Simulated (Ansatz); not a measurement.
# PbSe (Clausthalite, Fm-3m): lattice thermal conductivity

Wanted: κ(T), lifetimes and mean free paths for PbSe (Clausthalite).

Measurements to reproduce:
- thermal conductivity 2 W/m/K near room temperature (given in “Combining the AFLOW GIBBS and Elastic Libraries to efficiently and robustly screen thermo-mechanical properties of solids”, 2017, arXiv:1611.05714)
- thermal conductivity 2 W/m/K near room temperature (given in “Predicting the lattice thermal conductivity of solids by solving the Boltzmann transport equation: AFLOW - AAPL an automated, accurate and efficient framework”, 2017, arXiv:1611.05481)

Method: DFT r2SCAN, scalar-relativistic, plane waves, PAW, in Ansatz 0.2.0.

### 1. The starting structure

The structure is cubic, space group Fm-3m (No. 225). The conventional cell has a = 6.121 Å, b = 6.121 Å, c = 6.121 Å, α = 90.00°, β = 90.00°, γ = 90.00°. Nearest to Pb lie 6 Se at 3.06 Å. Nearest to Se lie 6 Pb at 3.06 Å. Farther neighbours and most contacts between anions are not listed.

### 2. A first coarse run

Before spending time, one coarse run tells the gap and the pressure of the starting cell.

input.yaml reads:

```yaml
crystal:
  lattice:
    - [0.0, 3.06065, 3.06065]
    - [3.06065, 0.0, 3.06065]
    - [3.06065, 3.06065, 0.0]
  atoms:
    - { symbol: Pb, position: [0.0, 0.0, 0.0] }
    - { symbol: Se, position: [0.5, 0.5, 0.5] }
kpoints:
  mp_grid: { grid: [6, 6, 6] }
hamiltonian:
  xc: r2scan
scf:
  occupations: { method: gaussian, width: 0.1 }
output:
  forces: true
  stress: true
  eigenvalues: true
```

Command:

```console
ansatz run input.yaml --threads 18 --pin off --max-ram 92160MiB --backend cuda --events-out ev --progress --plain --runs-dir out
```

Numbers of over 12 decimals in the logs are rounded to 6 here.

The log of the run:

```text
Engine: ansatz 0.2.0, aarch64-unknown-linux-gnu
Pseudopotentials: kind: paw
Pseudopotential: Pb, paw, valence charge 14, recommended cutoff 500 eV (meta_gga), Pb.paw.azcp
Pseudopotential: Se, paw, valence charge 16, recommended cutoff 500 eV (meta_gga), Se.paw.azcp
Functional definition: r2SCAN
  parameter k0 = 0.174
  parameter k1 = 0.065
  parameter a1 = 4.9479
  exchange = r2scan_x(k0 = k0, k1 = k1, a1 = a1)
  correlation = r2scan_c
device memory: the entry about to start is reckoned to put 1.1 GiB on a device that reports 182.5 GiB free
GPU FFT provider: cuFFT
GPU libraries: cuBLAS 13.8.1, cuFFT 12.4.0, cuSOLVER 12.3.2
GPU matrix products: emulated (plane waves: as basis.precision tells), large ones in fixed point in workspaces of 1.00 GiB
Crystal: 2 atoms, lattice volume = 57.342 Å³
Basis set: ecut = 500 eV, 1459 PW (Γ), exchange–correlation on 128×128×128 points (64 copies of the dense FFT grid, shifted against one another)
Bands: 19, of which v1, the nominal top of the filled ones, is band 15 counted from 1 (14 counted from 0)
Symmetry: 48 space group operations
Space group: Fm-3m (ITA 225), of the structure as read, at distance tolerance 3.9e-5 Å
k-points: 16 of 216
Non-local potential: Pb, projectors of the file, l = 0: 2, l = 1: 2, l = 2: 2, l = 3: 2
Non-local potential: Se, projectors of the file, l = 0: 2, l = 1: 2, l = 2: 3, l = 3: 1
PAW form: soft (Blöchl's): semilocal exchange-correlation on the pseudo side does not see the compensation charge
PAW frozen core: Pb, regenerated for the run's functional (the file was generated under x = pbe(κ = 0.804, μ = 0.219515), c = pbe(β = 0.066725))
PAW frozen core: Se, regenerated for the run's functional (the file was generated under x = pbe(κ = 0.804, μ = 0.219515), c = pbe(β = 0.066725))
PAW one-centre angular grid: Pb, 590 points (default); XC on 160 Gauss nodes
PAW one-centre angular grid: Se, 590 points (default); XC on 160 Gauss nodes
Initial density: superposition of atomic densities (neutral atoms: chi_scale 0, normalization atom), corrected by the library's trained network
Initial wavefunctions: pseudopotential atomic-orbital guess
GPU buffer pool allocated for 32768 grid points (all kernels)
GPU transforms: local potential and band sums: pruned to the plane-wave sphere, on 32×32×32
Functional: x = r2scan, c = r2scan; τ floored in thin density (d = 2e-4 eV/Å³)
SCF iter   1: F=—  HF=-17400.327495 eV  |F-HF|=—  |Δ(HF+E_count)|=         —  Δρ=6.15e-3  dr2=2.44e-2  dr2_τ=3.62e-3  ethr=1.77e-3  ⟨swp⟩=5.6  Hψ=1489  notcnv=0
preconditioner: auto → none  [insulator: Δε(μ)=0.594 eV  Ē_g=16.142 eV  σ=0.100 eV  W_gap=1.00  n_scr=14 (ndim 8)  ℏωp=21.9 eV  f_vac=0.021  D(μ)=0.00/eV (n_scr^D=0)  ε∞_Penn≈2.8]
SCF iter   2: F=—  HF=-17400.327655 eV  |F-HF|=—  |Δ(HF+E_count)|=   1.61e-4  Δρ=1.73e-3  dr2=1.16e-3  dr2_τ=2.75e-4  ethr=8.13e-5  ⟨swp⟩=2.0  Hψ=656  notcnv=0
SCF iter   3: F=—  HF=-17400.327777 eV  |F-HF|=—  |Δ(HF+E_count)|=   1.21e-4  Δρ=6.80e-4  dr2=2.93e-4  dr2_τ=1.06e-5  ethr=3.85e-6  ⟨swp⟩=2.0  Hψ=541  notcnv=0
SCF iter   4: F=—  HF=-17400.327808 eV  |F-HF|=—  |Δ(HF+E_count)|=   3.11e-5  Δρ=2.68e-4  dr2=2.41e-5  dr2_τ=1.59e-6  ethr=9.77e-7  ⟨swp⟩=2.0  Hψ=378  notcnv=0
SCF iter   5: F=—  HF=-17400.327866 eV  |F-HF|=—  |Δ(HF+E_count)|=   5.87e-5  Δρ=4.44e-5  dr2=5.58e-7  dr2_τ=1.61e-8  ethr=8.05e-8  ⟨swp⟩=2.7  Hψ=449  notcnv=0
SCF iter   6: F=-17400.327867 eV  HF=-17400.327867 eV  |F-HF|=3.36e-8  |Δ(HF+E_count)|=   2.38e-7  Δρ=1.44e-5  dr2=5.38e-8  dr2_τ=2.05e-9  ethr=3.33e-10  ⟨swp⟩=6.4  Hψ=1663  notcnv=0
SCF 1 converged in 6 iterations: F = -17400.327867 eV  dr2 = 5.38e-8
  greatest PAW one-centre occupation: 1.000 electrons in one spin orbital (limit 2), on the Se atom at site 1 (counted from 0), in its partial waves of l = 2
SCF converged after 6 iterations
Free energy (F): -17400.327867 eV
Harris-Foulkes:  -17400.327867 eV  (|F-HF|=3.36e-8)
Internal energy: -17400.327866 eV  (E = F + TS)
E sigma→0 (E₀):  -17400.327866 eV
Entropy (-TS):   -0.000001 eV (-0.000 meV/atom)
Fermi energy:    9.177077 eV
--- Per-component energies (eV) ---
  E_band       = -446.510020
  E_kinetic    = 405.984897
  E_local      = -3531.117232  (includes V_loc(G=0)·N_el)
  E_nonlocal   = -244.743971
  E_hartree    = 1645.806192
  E_xc         = -307.617792
  E_vxc        = -251.878980  (∫ρ·V_xc dr)
  E_paw        = -12356.133254  (= ΣΔE_a)
  E_vpaw       = -132.028745  (= ΣTr[D̂ρ^β])
  E_aug_tail   = -0.000180  (compensation charges beyond the density's cutoff)
  E_vtau       = 15.664809  (kinetic-family band-sum trace: ∫τ·v_τ [+ j·A + Jᵃ·Aᵃ] dr)
  E_ewald      = -3011.707258
  E_core_change = -0.799268  (= ΣΔE_core)
  E_smearing   = -0.000001  (= −TS)
  E_closure    = -0.000000  (closes the sum)
  Σ components = -17400.327867   (vs F -17400.327867, Δ=0.00e0)
--- Forces (eV/Å), atoms counted from 1 ---
  atom   1  Pb     0.00000000     0.00000000    -0.00000000
  atom   2  Se    -0.00000000     0.00000000     0.00000000
  max |Σ_I F_I| component: 2.16e-25 eV/Å
--- Stress (GPa, compression-positive) ---
        1.479842      -0.000000       0.000000
       -0.000000       1.479842       0.000000
        0.000000      -0.000000       1.479842
  P = ⅓ Tr σ = 1.4798 GPa (14.798 kbar)
--- Band table (eV; the first three rows and the last of 16) ---
  k-point 0: bands = [... 11 lower, 2.5465, 6.8437, 6.8437, 6.8437, 13.9194, 13.9194, 13.9194, 15.8369]
  k-point 1: bands = [... 11 lower, 1.8076, 6.9213, 6.9213, 7.3774, 12.3157, 12.8254, 12.8254, 15.6184]
  k-point 2: bands = [... 11 lower, 0.4961, 7.1253, 7.1253, 8.2396, 10.4759, 11.3939, 11.3939, 16.4177]
  k-point 15: bands = [... 11 lower, 0.8057, 4.0832, 4.9422, 7.1551, 12.1200, 13.5864, 14.7575, 15.8608]
```

Elapsed: 1.4 s, on 1 × NVIDIA GB200 with 18 threads of Arm Neoverse V2, shared host; peak memory 1.1 GiB; 2.3 s of CPU time.

In the SCF lines HF is the Harris–Foulkes energy and dr2 the Hartree energy of the density residual, in eV; the loop may stop once dr2 is under the threshold and the program's other checks hold. Hψ counts applications of the Hamiltonian.

Numbers from this step:

- pressure: 1.480 GPa
- volume per atom: 28.67 Å³/atom
- gap on the k-mesh: 0.5731 eV

The start is under 1.5 GPa at this level and looks like an insulator or semiconductor on this mesh.

### 3. Finding the static equilibrium

The vibrations must be taken about the equilibrium of this functional, not about the starting cell, so the structure is relaxed.

input.yaml, the sections that differ from step 2:

```yaml
kpoints:
  mp_grid: { grid: [10, 10, 10] }
scf:
  occupations: { method: gaussian, width: 0.02 }
relax:
  adjacent_minimum: "off"
  f_tol: 0.005
  max_steps: 80
  cell: { stress_tol: 0.05 }
# crystal, hamiltonian, output: as in step 2
```

The log of the run:

```text
[...]
Crystal: 2 atoms, lattice volume = 57.342 Å³
Basis set: ecut = 500 eV, 1459 PW (Γ), exchange–correlation on 128×128×128 points (64 copies of the dense FFT grid, shifted against one another)
Bands: 19, of which v1, the nominal top of the filled ones, is band 15 counted from 1 (14 counted from 0)
Symmetry: 48 space group operations
[...]
k-points: 47 of 1000
[...]
SCF iter   1: F=—  HF=-17400.324599 eV  |F-HF|=—  |Δ(HF+E_count)|=         —  Δρ=6.13e-3  dr2=2.50e-2  dr2_τ=3.67e-3  ethr=1.77e-3  ⟨swp⟩=6.5  Hψ=4619  notcnv=0
[...]
SCF iter   2: F=—  HF=-17400.325209 eV  |F-HF|=—  |Δ(HF+E_count)|=   6.11e-4  Δρ=1.80e-3  dr2=1.28e-3  dr2_τ=2.79e-4  ethr=8.32e-5  ⟨swp⟩=2.1  Hψ=1929  notcnv=0
[...]
SCF iter   6: F=-17400.325370 eV  HF=-17400.325370 eV  |F-HF|=3.38e-8  |Δ(HF+E_count)|=   2.04e-7  Δρ=1.37e-5  dr2=4.86e-8  dr2_τ=1.90e-9  ethr=3.33e-10  ⟨swp⟩=6.8  Hψ=4543  notcnv=0
SCF 1 converged in 6 iterations: F = -17400.325370 eV  dr2 = 4.86e-8
[...]
relax step   1: F+E_penalty+E_count = -17400.32536976 eV  Δ(F+E_penalty+E_count) = +0.000e0 eV  max|allowed force component| = 1.756e-25 eV/Å  Δτ_max = 0.0000 Å  P = +1.512 GPa  Ω = 57.342 Å³  (6 SCF iters, dr2 threshold 1.00e-7 eV, accepted)
[...]
Crystal: 2 atoms, lattice volume = 59.832 Å³
Basis set: ecut = 500 eV, 1471 PW (Γ), exchange–correlation on 128×128×128 points (64 copies of the dense FFT grid, shifted against one another)
[...]
iter 1 solved again at ethr=1.10e-5 eV; its pass at ethr=3.10e-3 eV (dr2=3.29e-3 eV) is discarded
[...]
SCF iter   2: F=—  HF=-17400.331079 eV  |F-HF|=—  |Δ(HF+E_count)|=   3.64e-2  Δρ=1.27e-3  dr2=1.94e-3  dr2_τ=1.01e-4  ethr=1.04e-5  ⟨swp⟩=3.0  Hψ=1733  notcnv=0
[...]
SCF iter   8: F=-17400.330593 eV  HF=-17400.330593 eV  |F-HF|=4.33e-10  |Δ(HF+E_count)|=   2.67e-8  Δρ=7.59e-7  dr2=5.68e-10  dr2_τ=1.90e-11  ethr=6.67e-10  ⟨swp⟩=5.0  Hψ=3318  notcnv=0
SCF 2 converged in 8 iterations: F = -17400.330593 eV  dr2 = 5.68e-10
relax step   2: F+E_penalty+E_count = -17400.33059326 eV  Δ(F+E_penalty+E_count) = -5.224e-3 eV  max|allowed force component| = 6.032e-26 eV/Å  Δτ_max = 0.0000 Å  P = -0.743 GPa  Ω = 59.832 Å³  energy of the carried Pulay correction = -9.024e-5 eV  (8 SCF iters, dr2 threshold 2.00e-7 eV, accepted)
[...]
Crystal: 2 atoms, lattice volume = 58.988 Å³
[...]
SCF iter   6: F=-17400.332696 eV  HF=-17400.332697 eV  |F-HF|=3.77e-8  |Δ(HF+E_count)|=   2.47e-7  Δρ=8.25e-6  dr2=7.48e-8  dr2_τ=1.20e-9  ethr=6.67e-10  ⟨swp⟩=3.1  Hψ=3075  notcnv=0
SCF 3 converged in 6 iterations: F = -17400.332696 eV  dr2 = 7.48e-8
relax step   3: F+E_penalty+E_count = -17400.33269650 eV  Δ(F+E_penalty+E_count) = -2.103e-3 eV  max|allowed force component| = 5.859e-25 eV/Å  Δτ_max = 0.0000 Å  P = -0.036 GPa  Ω = 58.988 Å³  energy of the carried Pulay correction = -6.009e-5 eV  (6 SCF iters, dr2 threshold 2.00e-7 eV, accepted)
[...]
SCF iter   1: F=—  HF=-17400.332715 eV  |F-HF|=—  |Δ(HF+E_count)|=         —  Δρ=9.91e-5  dr2=2.00e-7  dr2_τ=9.29e-8  ethr=1.55e-8  ⟨swp⟩=3.5  Hψ=7134  notcnv=0
[...]
SCF iter   2: F=—  HF=-17400.332754 eV  |F-HF|=—  |Δ(HF+E_count)|=   3.90e-5  Δρ=4.95e-5  dr2=3.65e-8  dr2_τ=4.31e-7  ethr=6.68e-10  ⟨swp⟩=2.1  Hψ=1180  notcnv=0
[...]
SCF iter   5: F=-17400.332764 eV  HF=-17400.332764 eV  |F-HF|=2.91e-11  |Δ(HF+E_count)|=   4.31e-9  Δρ=1.68e-7  dr2=6.43e-12  dr2_τ=9.17e-13  ethr=1.00e-12  ⟨swp⟩=6.5  Hψ=4729  notcnv=0
SCF 4 converged in 5 iterations: F = -17400.332764 eV  dr2 = 6.43e-12
relax step   4: F+E_penalty+E_count = -17400.33276421 eV  Δ(F+E_penalty+E_count) = -6.771e-5 eV  max|allowed force component| = 4.207e-29 eV/Å  Δτ_max = 0.0000 Å  P = -0.034 GPa  Ω = 58.988 Å³  stress off target by 3.41e-2 GPa  SCF on the basis re-selected at this cell (its energy is not comparable with the rows above)  (5 SCF iters)
basis re-selected at this cell: Δ(F+E_penalty+E_count) = -6.771e-5 eV, ΔP = +0.002 GPa vs the last step (what re-selecting the basis moved, of the pressure what is left beyond the Pulay correction that the steps carried, after the strain that the cell walked since its last selection, with what the two solves' SCF thresholds leave and, on support functions, any second-order correction that the steps lacked; it is no m [...]
SCF converged after 5 iterations
Free energy (F): -17400.332764 eV
[...]
Internal energy: -17400.332764 eV  (E = F + TS)
E sigma→0 (E₀):  -17400.332764 eV
Fermi energy:    8.737469 eV
[...]
--- Stress (GPa, compression-positive) ---
       -0.034083      -0.000000      -0.000000
       -0.000000      -0.034083       0.000000
       -0.000000       0.000000      -0.034083
  P = ⅓ Tr σ = -0.0341 GPa (-0.341 kbar)
--- Band table (eV; the first three rows and the last of 47) ---
  k-point 0: bands = [... 11 lower, 2.0364, 6.5220, 6.5220, 6.5220, 13.3942, 13.3942, 13.3942, 15.4391]
  k-point 1: bands = [... 11 lower, 1.7706, 6.5487, 6.5487, 6.7165, 12.6597, 12.9368, 12.9368, 15.2720]
  k-point 2: bands = [... 11 lower, 1.1294, 6.6272, 6.6272, 7.1575, 11.4391, 12.0502, 12.0502, 15.2477]
  k-point 46: bands = [... 11 lower, 0.3568, 3.9997, 4.5110, 7.2471, 11.0414, 13.3781, 14.0216, 15.7630]
--- Relaxed structure (3 steps of the walk, 3 accepted, 1 SCFs on fresh bases) ---
  F+E_penalty+E_count = -17400.33276421 eV   max|allowed force component| = 4.207e-29 eV/Å   (the final SCF, on the basis selected at the relaxed cell)
  cell:  # Å, volume = 58.9882 Å³
    - [0, 3.089668, 3.089668]
    - [3.089668, 0, 3.089668]
    - [3.089668, 3.089668, 0]
  atoms:
    - { symbol: Pb, position: [0, 0, 0] }
    - { symbol: Se, position: [0.5, 0.5, 0.5] }
```

Run time: 3.1 s. Hardware: 1 × NVIDIA GB200 with 18 threads; peak memory 1.1 GiB.

Relaxation path:

| step | energy less that of the first step (eV) | largest force component (eV/Å) | pressure (GPa) | volume (Å³) |
| --- | --- | --- | --- | --- |
| 1 | 0.0000 | 0.0000 | 1.51 | 57.34 |
| 2 | -0.0052 | 0.0000 | -0.74 | 59.83 |
| 3 | -0.0073 | 0.0000 | -0.04 | 58.99 |
| 4* | -0.0074 | 0.0000 | -0.03 | 58.99 |

Relaxation steps marked * repeat the geometry before them on a plane-wave basis chosen anew for their cell, so energy and pressure can jump there.

Forces are held to the 48 operations that the run works with; a distortion that breaks them can't arise in this run.

```
conventional cell, symmetrised  before  after  change
                         a (Å)   6.121  6.179  +0.9 %
                         b (Å)   6.121  6.179  +0.9 %
                         c (Å)   6.121  6.179  +0.9 %
              volume (Å³/atom)   28.67  29.49  +2.9 %
```

The relaxed structure:

```cif
data_structure
_symmetry_space_group_name_H-M 'P 1'
_symmetry_Int_Tables_number 1
_cell_length_a 4.3695
_cell_length_b 4.3695
_cell_length_c 4.3695
_cell_angle_alpha 60.000
_cell_angle_beta 60.000
_cell_angle_gamma 60.000
_cell_volume 58.99
loop_
_atom_site_label
_atom_site_type_symbol
_atom_site_fract_x
_atom_site_fract_y
_atom_site_fract_z
_atom_site_occupancy
Pb1 Pb 0.00000 0.00000 0.00000 1
Se2 Se 0.50000 0.50000 0.50000 1
```

This step gave:

* pressure: -0.03408 GPa
* gap on the k-mesh: 0.6672 eV
* volume per atom: 29.49 Å³/atom

The relaxation ends with a pressure of -0.03 GPa.

### 4. Tight relaxation

The relaxation is repeated with tighter thresholds on force and stress, since phonons are sensitive to what is left; a change of mesh or smearing in the input moves the cell too.

input.yaml reads:

```yaml
crystal:
  lattice:
    - [0.0, 3.0896678327, 3.0896678327]
    - [3.0896678327, 0.0, 3.0896678327]
    - [3.0896678327, 3.0896678327, 0.0]
  atoms:
    - { symbol: Pb, position: [0.0, 0.0, 0.0] }
    - { symbol: Se, position: [0.5, 0.5, 0.5] }
kpoints:
  mp_grid: { grid: [12, 12, 12] }
hamiltonian:
  xc: r2scan
scf:
  occupations: { method: fixed }
output:
  forces: true
  stress: true
  eigenvalues: true
relax:
  adjacent_minimum: "off"
  f_tol: 0.001
  max_steps: 60
  cell: { stress_tol: 0.01 }
```

The log of the run:

```text
[...]
Crystal: 2 atoms, lattice volume = 58.988 Å³
Basis set: ecut = 500 eV, 1459 PW (Γ), exchange–correlation on 128×128×128 points (64 copies of the dense FFT grid, shifted against one another)
Bands: 19, of which v1, the nominal top of the filled ones, is band 15 counted from 1 (14 counted from 0)
Symmetry: 48 space group operations
[...]
k-point 71: bands = [... 11 lower, 0.3143, 4.2508, 4.2508, 7.6044, 10.6186, 13.7124, 13.7124, 16.5649]
--- Relaxed structure (3 steps of the walk, 3 accepted, 1 SCFs on fresh bases) ---
[...]
cell:  # Å, volume = 58.9507 Å³
    - [0, 3.089013, 3.089013]
    - [3.089013, 0, 3.089013]
    - [3.089013, 3.089013, 0]
  atoms:
    - { symbol: Pb, position: [0, 0, 0] }
    - { symbol: Se, position: [0.500000, 0.500000, 0.500000] }
[key lines of the parts left out:]
SCF converged after 4 iterations
Free energy (F): -17400.332683 eV
Fermi energy:    8.414737 eV
P = ⅓ Tr σ = -0.0001 GPa (-0.001 kbar)
```

It took 3.1 s on 1 × NVIDIA GB200 with 18 threads; peak memory 1.1 GiB.

Little changed from the start: no atom moved by 0.005 Å and no cell edge by 0.1 %.

Numbers from this step:

- pressure: -7.75e-5 GPa
- gap on the k-mesh: 0.6651 eV
- volume per atom: 29.48 Å³/atom

The residual pressure is -7.7e-5 GPa, small enough for phonons.

(Part 1 of 2 ends here.)

[Logs are printed without paths, hosts, clocks, repeated set-up lines and the standing remarks that a program may print on its own settings, such as how far it seeks lower states.]

[Hosts, paths, dates, database ids (printed as entryN), source tags and the programs' standing remarks are cut or masked in the printed files.]

[A step with changed settings may run another functional than the one named; its input shows which.]
